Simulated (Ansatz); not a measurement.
**Resistivity from frozen vibrations: Cu(111) with 4 thermally displaced layers, 2x2**

How much do lattice vibrations at 500 K scatter the electrons of Cu? Layers with random displacements are laid between perfect leads, and the resistance is followed against their length. The measured value for the pure metal at this temperature is 3.09 µΩ cm (CRC Handbook of Chemistry and Physics, 84th ed., 2003, Electrical Resistivity of Pure Metals).

Calculated with Ansatz 0.2.0; Ansatz plane-wave DFT, PBE, PAW files; ballistic transport by layer matching (Landauer), zero bias; PAW set soft_1.

### 1. Starting point

The cell holds 40 atoms: 40 Cu. Its edges and angles: a = 5.112 Å, b = 5.112 Å, c = 20.923 Å, α = 93.5°, β = 86.5°, γ = 120.0°. It derives from Cu. Regions: lead, 24 atoms (24 Cu); scattering region, 16 atoms (16 Cu). The structure is stacked along c, and the current runs across the ab planes.

### 2. With 4 displaced layers

Each atom of 4 layers is moved at random, by amounts drawn from a normal law 0.0993 Å wide in each direction from the Debye model (343 K) at 500 K. The layers about the cell's end stay perfect and serve as the lead. Disorder leaves little or no symmetry, which makes such runs dear. Energies from -0.05 to 0.05 eV in steps of 0.05 eV are too few for the program's thermal sum, so it prints no conductance; for a metal the transmission near the Fermi level serves, at a fraction of the cost.

input.yaml reads:

```yaml
crystal:
  lattice:
    - [5.1123254594, 0.0, 0.0]
    - [-2.5561627297, 4.4274037203, 0.0]
    - [1.2780813649, -0.73790062, 20.8709812911]
  atoms:
    - { symbol: Cu, position: [0.9916666667, 0.0083333333, 0.05] }
    - { symbol: Cu, position: [0.9916666667, 0.5083333333, 0.05] }
    - { symbol: Cu, position: [0.4916666667, 0.0083333333, 0.05] }
    - { symbol: Cu, position: [0.4916666667, 0.5083333333, 0.05] }
    - { symbol: Cu, position: [0.1416666667, 0.3583333333, 0.15] }
    - { symbol: Cu, position: [0.1416666667, 0.8583333333, 0.15] }
    - { symbol: Cu, position: [0.6416666667, 0.3583333333, 0.15] }
    - { symbol: Cu, position: [0.6416666667, 0.8583333333, 0.15] }
    - { symbol: Cu, position: [0.2916666667, 0.2083333333, 0.25] }
    - { symbol: Cu, position: [0.2916666667, 0.7083333333, 0.25] }
    - { symbol: Cu, position: [0.7916666667, 0.2083333333, 0.25] }
    - { symbol: Cu, position: [0.7916666667, 0.7083333333, 0.25] }
    - { symbol: Cu, position: [0.942119489, 0.0558783968, 0.3530468272] }
    - { symbol: Cu, position: [0.937410595, 0.5466064901, 0.3517202978] }
    - { symbol: Cu, position: [0.4781718196, 0.0790156928, 0.3466519615] }
    - { symbol: Cu, position: [0.4100670801, 0.544387806, 0.3501966094] }
    - { symbol: Cu, position: [0.0450431837, 0.4024385419, 0.4440725466] }
    - { symbol: Cu, position: [0.0715918921, 0.895876332, 0.4484951939] }
    - { symbol: Cu, position: [0.6114538091, 0.4316120622, 0.449388493] }
    - { symbol: Cu, position: [0.6104688834, 0.8936936049, 0.4516723182] }
    - { symbol: Cu, position: [0.260858084, 0.259852229, 0.5464627832] }
    - { symbol: Cu, position: [0.2184570899, 0.748242426, 0.551047584] }
    - { symbol: Cu, position: [0.7198379825, 0.2535158599, 0.5492424829] }
    - { symbol: Cu, position: [0.7542965676, 0.763429317, 0.5516906948] }
    - { symbol: Cu, position: [0.8768926037, 0.1060480942, 0.6537297835] }
    - { symbol: Cu, position: [0.9053537854, 0.5812964517, 0.6572025313] }
    - { symbol: Cu, position: [0.4263585732, 0.126065646, 0.6512581545] }
    - { symbol: Cu, position: [0.4003648198, 0.642586972, 0.6593259793] }
    - { symbol: Cu, position: [0.0416666667, 0.4583333333, 0.75] }
    - { symbol: Cu, position: [0.0416666667, 0.9583333333, 0.75] }
    - { symbol: Cu, position: [0.5416666667, 0.4583333333, 0.75] }
    - { symbol: Cu, position: [0.5416666667, 0.9583333333, 0.75] }
    - { symbol: Cu, position: [0.1916666667, 0.3083333333, 0.85] }
    - { symbol: Cu, position: [0.1916666667, 0.8083333333, 0.85] }
    - { symbol: Cu, position: [0.6916666667, 0.3083333333, 0.85] }
    - { symbol: Cu, position: [0.6916666667, 0.8083333333, 0.85] }
    - { symbol: Cu, position: [0.8416666667, 0.1583333333, 0.95] }
    - { symbol: Cu, position: [0.8416666667, 0.6583333333, 0.95] }
    - { symbol: Cu, position: [0.3416666667, 0.1583333333, 0.95] }
    - { symbol: Cu, position: [0.3416666667, 0.6583333333, 0.95] }
kpoints:
  mp_grid: { grid: [5, 5, 1] }
hamiltonian:
  xc: pbe
  pseudopotentials: { kind: paw, azcp: { folder: soft_1 } }
scf:
  occupations: { method: fermi_dirac, width: 0.1 }
output:
  transmission:
    leads: [[0, 4]]
    kmesh: [10, 10]
    e_range: [-0.05, 0.05]
    de: 0.05
  write_potential: true
  write_density: true
  volumetric_format: npy
  elf: true
```

The run is started by

```sh
$ ansatz run input.yaml --threads 4 --pin off --max-ram 15360MiB --backend cpu --events-out ev --progress --plain --runs-dir out
```

Numbers of over 12 decimals in the logs are rounded to 6 here.

The program printed:

```text
Engine: ansatz 0.2.0, x86_64-unknown-linux-gnu
Pseudopotentials: kind: paw
Pseudopotential: Cu, paw, valence charge 19, recommended cutoff 420 eV (normal), soft_1/Cu.paw.azcp
Functional definition: PBE
  parameter kappa = 0.804
  parameter beta = 0.066725
  exchange = pbe_x(kappa = kappa, mu = beta*pi^2/3)
  correlation = pbe_c(beta = beta)
Crystal: 40 atoms, lattice volume = 472.401 Å³
Basis set: ecut = 420 eV, 9295 PW (Γ)
Bands: 456, of which v1, the nominal top of the filled ones, is band 380 counted from 1 (379 counted from 0)
Symmetry: 1 space group operations
Space group: P1 (ITA 1), of the structure as read, at distance tolerance 7.8e-5 Å
k-points: 13 of 25 (time reversal used)
Non-local potential: Cu, projectors of the file, l = 0: 3, l = 1: 2, l = 2: 3, l = 3: 1
PAW form: soft (Blöchl's): semilocal exchange-correlation on the pseudo side does not see the compensation charge
PAW one-centre angular grid: Cu, 590 points (default); XC on 64 Gauss nodes
Initial density: superposition of atomic densities (chi_scale 0.1, normalization cell)
Initial wavefunctions: pseudopotential atomic-orbital guess
Functional: x = pbe(κ = 0.804, μ = 0.219515), c = pbe(β = 0.066725)
SCF iter   1: F=—  HF=-265042.070025 eV  |F-HF|=—  |Δ(HF+E_count)|=         —  Δρ=2.66e-1  dr2=2.01e2  ethr=3.10e-3  ⟨swp⟩=4.8  Hψ=17985  notcnv=0  defer=16
preconditioner: auto → Kerker (q_TF=auto, 2.953 Å⁻¹)  [metal: Δε(μ)=0.002 eV  Ē_g=9.139 eV  σ=0.100 eV  W_gap=0.01  n_scr=218 (ndim 8)  ℏωp=35.8 eV  f_vac=0.000  D(μ)=23.03/eV (n_scr^D=226)]
SCF iter   2: F=—  HF=-265011.976107 eV  |F-HF|=—  |Δ(HF+E_count)|=    3.01e1  Δρ=7.29e-2  dr2=1.96e1  ethr=3.10e-3  ⟨swp⟩=2.0  Hψ=11374  notcnv=0  defer=690
SCF iter   3: F=—  HF=-265006.650244 eV  |F-HF|=—  |Δ(HF+E_count)|=    5.33e0  Δρ=4.44e-2  dr2=7.44e0  ethr=2.59e-3  ⟨swp⟩=2.0  Hψ=7041  notcnv=0  defer=702
SCF iter   4: F=—  HF=-265005.290984 eV  |F-HF|=—  |Δ(HF+E_count)|=    1.36e0  Δρ=8.76e-3  dr2=2.28e-1  ethr=9.79e-4  ⟨swp⟩=2.1  Hψ=8205  notcnv=0  defer=702
SCF iter   5: F=—  HF=-265005.637112 eV  |F-HF|=—  |Δ(HF+E_count)|=   3.46e-1  Δρ=4.30e-3  dr2=7.07e-2  ethr=3.00e-5  ⟨swp⟩=2.0  Hψ=9952  notcnv=0  defer=716
SCF iter   6: F=—  HF=-265005.631283 eV  |F-HF|=—  |Δ(HF+E_count)|=   5.83e-3  Δρ=1.05e-3  dr2=4.45e-3  ethr=9.30e-6  ⟨swp⟩=2.0  Hψ=8099  notcnv=0  defer=716
SCF iter   7: F=—  HF=-265005.636321 eV  |F-HF|=—  |Δ(HF+E_count)|=   5.04e-3  Δρ=2.65e-4  dr2=3.79e-4  ethr=5.85e-7  ⟨swp⟩=2.0  Hψ=10158  notcnv=0  defer=716
SCF iter   8: F=—  HF=-265005.636357 eV  |F-HF|=—  |Δ(HF+E_count)|=   3.67e-5  Δρ=1.15e-4  dr2=4.30e-5  ethr=4.99e-8  ⟨swp⟩=1.2  Hψ=5212  notcnv=0  defer=716
SCF iter   9: F=—  HF=-265005.636330 eV  |F-HF|=—  |Δ(HF+E_count)|=   2.71e-5  Δρ=9.10e-5  dr2=3.53e-5  ethr=5.66e-9  ⟨swp⟩=2.0  Hψ=9735  notcnv=0  defer=716
SCF iter  10: F=—  HF=-265005.636326 eV  |F-HF|=—  |Δ(HF+E_count)|=   4.72e-6  Δρ=1.60e-5  dr2=2.34e-6  ethr=4.65e-9  ⟨swp⟩=2.0  Hψ=9628  notcnv=0  defer=716
SCF iter  11: F=—  HF=-265005.636326 eV  |F-HF|=—  |Δ(HF+E_count)|=   1.86e-7  Δρ=4.26e-6  dr2=2.46e-7  ethr=3.08e-10  ⟨swp⟩=2.3  Hψ=7819  notcnv=0  defer=716
SCF iter  12: F=—  HF=-265005.636326 eV  |F-HF|=—  |Δ(HF+E_count)|=   4.02e-9  Δρ=4.67e-6  dr2=1.34e-7  ethr=1.32e-11  ⟨swp⟩=7.2  Hψ=20667  notcnv=0
SCF iter  13: F=-265005.636326 eV  HF=-265005.636326 eV  |F-HF|=3.59e-8  |Δ(HF+E_count)|=   4.66e-9  Δρ=1.92e-6  dr2=2.39e-8  ethr=1.32e-11  ⟨swp⟩=2.0  Hψ=10927  notcnv=0
SCF 1 converged in 13 iterations: F = -265005.636326 eV  dr2 = 2.39e-8
  greatest PAW one-centre occupation: 1.000 electrons in one spin orbital (limit 2), on the Cu atom at site 20 (counted from 0), in its partial waves of l = 0
transmission: 158 of 1560 steps passed
transmission: 314 of 1560 steps passed
[...]
transmission: 1560 of 1560 steps passed
SCF converged after 13 iterations
Free energy (F): -265005.636326 eV
Harris-Foulkes:  -265005.636326 eV  (|F-HF|=3.59e-8)
Internal energy: -265005.133561 eV  (E = F + TS)
E sigma→0 (E₀):  -265005.384944 eV
Entropy (-TS):   -0.502764 eV (-12.569 meV/atom)
Fermi energy:    16.342687 eV
--- Per-component energies (eV) ---
  E_band       = -14701.459155
  E_kinetic    = 10479.503089
  E_local      = -181122.029623  (includes V_loc(G=0)·N_el)
  E_nonlocal   = 35593.911020
  E_hartree    = 76784.178364
  E_xc         = -2762.942340
  E_vxc        = -3567.845240  (∫ρ·V_xc dr)
  E_paw        = -72598.307783  (= ΣΔE_a)
  E_vpaw       = -29653.374048  (= ΣTr[D̂ρ^β])
  E_aug_tail   = 0.040744  (compensation charges beyond the density's cutoff)
  E_ewald      = -131379.487031
  E_smearing   = -0.502764  (= −TS)
  E_closure    = 0.000000  (closes the sum)
  Σ components = -265005.636326   (vs F -265005.636326, Δ=0.00e0)
--- Band table (eV; the first three rows and the last of 13) ---
  k-point 0: bands = [... 376 lower, 16.2687, 16.6464, 16.6768, 16.7002, 16.7387, 17.0153, 17.0579, 17.2424, ... 72 higher]
  k-point 1: bands = [... 376 lower, 15.9819, 16.0665, 16.1099, 16.2709, 16.3827, 16.4508, 16.4870, 16.5607, ... 72 higher]
  k-point 2: bands = [... 376 lower, 16.1220, 16.1323, 16.1843, 16.2343, 16.2931, 16.3819, 16.5259, 16.6689, ... 72 higher]
  k-point 12: bands = [... 376 lower, 15.3441, 15.9931, 16.0909, 16.2956, 16.3513, 16.6286, 16.8472, 17.6151, ... 72 higher]
--- Transmission ---
  basis      : 199 plane waves across, 30 finite elements along
  points     : 52, standing for a mesh of 10 x 10
  energies   : 3 from -0.050000 to 0.050000 eV about the Fermi level, 0.050000 eV apart; the leads are filled to 0.000000 eV, and channels, transmission and decay are at 0.000000 eV
  crystal 0  : Cu4, at the sites [0, 4], period 2.0871 Å, over 12.52 Å; its Hamiltonian steps by up to 5.6 meV
    offset         : up to 0.0000 Å between an atom of the period and one for which it stands
    channels       : 3.210000e0 a spin
    conductance    : none, the energies end too early or step too widely for 300 K: set another output.transmission.e_range or a lower de, or, where they end at an eighth of basis.ecutwfc, a higher one
  junction   : crystal 0 to crystal 0, 0.70 to 19.48 Å
    transmission   : 3.079604e0 a spin
    conductance    : none, the energies end too early or step too widely for 300 K: set another output.transmission.e_range or a lower de, or, where they end at an eighth of basis.ecutwfc, a higher one
```

Elapsed: 3.3 min, on 4 threads of Intel Xeon 6975P-C (Granite Rapids), shared host; peak memory 5 GiB; 12 min of CPU time.

The column dr2 measures how far the density is from self-consistency, as an energy; F and HF (Harris–Foulkes) agree once it is small.

This step gave:

| Quantity | Value |
| --- | --- |
| free energy | -265005.6363 eV |
| energy at zero smearing | -265005.3849 eV |
| Fermi energy | 16.34 eV |
| cell area | 22.63 Å² |
| transmission per spin nearest the Fermi level | 3.080 |
| open channels per spin nearest the Fermi level | 3.21 |
| step of the lead's potential | 5.6 meV |

Per spin. The transmission, zone mean by energy, zero at the Fermi level:

| energy (eV) | transmission, zone mean |
| --- | --- |
| -0.0500 | 3.07 |
| 0.0000 | 3.08 |
| 0.0500 | 3.09 |

Per spin. The open channels, zone mean, lead stays at 3.21 for energy from -0.05 to 0.05 eV.

Transmission over k1 and k2. At 0.0000 eV from the Fermi level.

Values, 10 rows by 10 columns:
```
2.98 3.62 2.98 2.97 2.97 3.58 2.97 2.97 2.97 2.98
2.97 2.97 3.60 2.97 2.96 3.56 2.97 2.97 2.97 2.97
2.97 2.97 2.96 3.65 2.67 3.59 2.96 2.97 2.97 2.98
2.98 2.97 2.96 2.70 2.79 2.78 2.60 2.96 2.97 2.98
3.73 3.73 3.73 3.75 2.68 2.87 2.68 3.75 3.73 3.73
2.98 2.98 2.97 2.96 2.60 2.78 2.79 2.70 2.96 2.97
2.97 2.98 2.97 2.97 2.96 3.59 2.67 3.65 2.96 2.97
2.97 2.97 2.97 2.97 2.97 3.56 2.96 2.97 3.60 2.97
2.98 2.98 2.97 2.97 2.97 3.58 2.97 2.97 2.98 3.62
3.63 2.98 2.98 2.97 2.97 3.59 2.97 2.97 2.98 2.98
```
Columns: k1 (b1) from -0.5 to 0.4; rows upwards: k2 (b2) from -0.5 to 0.4.

Open channels over k1 and k2. At 0.0000 eV from the Fermi level.

Ten even steps from '_' (3.00) to '@' (4.00):
```
__@@______@@________
____@@____@@________
______@@__@@________
____________________
@@@@@@@@______@@@@@@
____________________
__________@@__@@____
__________@@____@@__
__________@@______@@
@@________@@________
```
Columns: k1 (b1) from -0.5 to 0.4; rows upwards: k2 (b2) from -0.5 to 0.4.

Electrostatic potential energy in the ca plane at fractional y = 0.544, with atoms of Cu within 0.2 Å of it. With pseudopotentials it is smooth inside the atoms' cores, unlike the true potential.

Values in eV, 8 rows by 16 columns, each cell a mean:
```
 16  18  17  17 -19 -29  14  16  18  17   5 -39   5   6  17  16
 10  13   8  11   5  -2   9   4  17  16  11 -25   9  14  18  15
 10  13   4   8  17  16  -3 -18  15  13  18  14  10 -20  13  16
 17  18  16  16   0  -2  10   2  17  15  18  13   8 -32  10  16
 16  18  17  17 -21 -27  17  18  18  17  13 -22  10   7  17  16
 10  13   8  11  -3  -9  15  16  18  17  13 -24   9  14  18  15
 10  13   4   8  15  14   2   0  15  12  18  10   9 -20  13  16
 17  18  16  16  -6 -11   4   1  16  13  15  -1   6 -32  10  16
```
Columns run along c (16.0 Å, from fractional 0.12 to 0.88 of the cell; values clipped at the 3rd and 97th percentile), rows up along a (5.1 Å). Atoms in or near the plane, at fractional coordinates: Cu at (0.35, 0.94), Cu at (0.35, 0.41), Cu at (0.66, 0.91).

Valence density in the ca plane at fractional y = 0.544, with atoms of Cu within 0.2 Å of it. It is the smooth field of the valence electrons, not physical close to the nuclei.

Ten steps, logarithmic in the rise over the least value, from '0' (0 e/Å³) to '9' (46 e/Å³), each cell a mean:
```
00000000000169951000000000000268621122100000
00000000000148841000000000000279831000000000
01110001100013420012100000000146520000000000
01110012210000000134310000000012210121000000
01110012210000000145420001000000000355200000
00000001100001100024310000000000001477410000
00000000000135520001100000000001000355300000
00000000000169951000000000000024310122100000
00000000000169951000000000000146520000000000
01110001100035520000000000000135520000000000
01110012210001110011100000000012210121000000
01110012210000000123200001000000001355200000
00000001100012210133200011000001001477410000
00000000000147631112100000000123211355300000
```
Columns run along c (16.0 Å, from fractional 0.12 to 0.88 of the cell), rows up along a (5.1 Å). Atoms in or near the plane, at fractional coordinates: Cu at (0.35, 0.94), Cu at (0.35, 0.41), Cu at (0.66, 0.91).

ELF in the ca plane at fractional y = 0.544, with atoms of Cu within 0.2 Å of it. It is the smooth field of the valence electrons, not physical close to the nuclei.

Values, 8 rows by 16 columns, each cell a mean:
```
0.25 0.23 0.23 0.26 0.25 0.34 0.25 0.23 0.24 0.26 0.19 0.34 0.20 0.18 0.22 0.22
0.17 0.19 0.17 0.19 0.18 0.17 0.20 0.18 0.23 0.24 0.19 0.21 0.21 0.21 0.23 0.19
0.18 0.19 0.17 0.17 0.22 0.22 0.17 0.16 0.21 0.18 0.21 0.20 0.20 0.17 0.21 0.22
0.25 0.23 0.21 0.22 0.17 0.17 0.19 0.17 0.23 0.20 0.20 0.19 0.20 0.19 0.21 0.22
0.25 0.23 0.23 0.26 0.27 0.33 0.24 0.23 0.23 0.24 0.18 0.17 0.20 0.18 0.22 0.21
0.17 0.19 0.17 0.19 0.18 0.19 0.21 0.19 0.22 0.22 0.19 0.17 0.21 0.21 0.23 0.19
0.18 0.19 0.17 0.17 0.22 0.23 0.17 0.16 0.20 0.17 0.22 0.20 0.21 0.17 0.21 0.22
0.25 0.23 0.21 0.23 0.18 0.20 0.19 0.16 0.21 0.18 0.21 0.18 0.20 0.19 0.21 0.22
```
Columns run along c (16.0 Å, from fractional 0.12 to 0.88 of the cell), rows up along a (5.1 Å). Atoms in or near the plane, at fractional coordinates: Cu at (0.35, 0.94), Cu at (0.35, 0.41), Cu at (0.66, 0.91).

Over the solved energies the transmission per spin lies between 3.07 and 3.09, out of 3.21 channels of the lead on average (up to 3.21).

[end of part 1 of 2]

[Logs are printed without paths, hosts, clocks, repeated set-up lines and the standing remarks that a program may print on its own settings, such as how far it seeks lower states.]

[Hosts, paths, dates, database ids (printed as entryN), source tags and the programs' standing remarks are cut or masked in the printed files.]
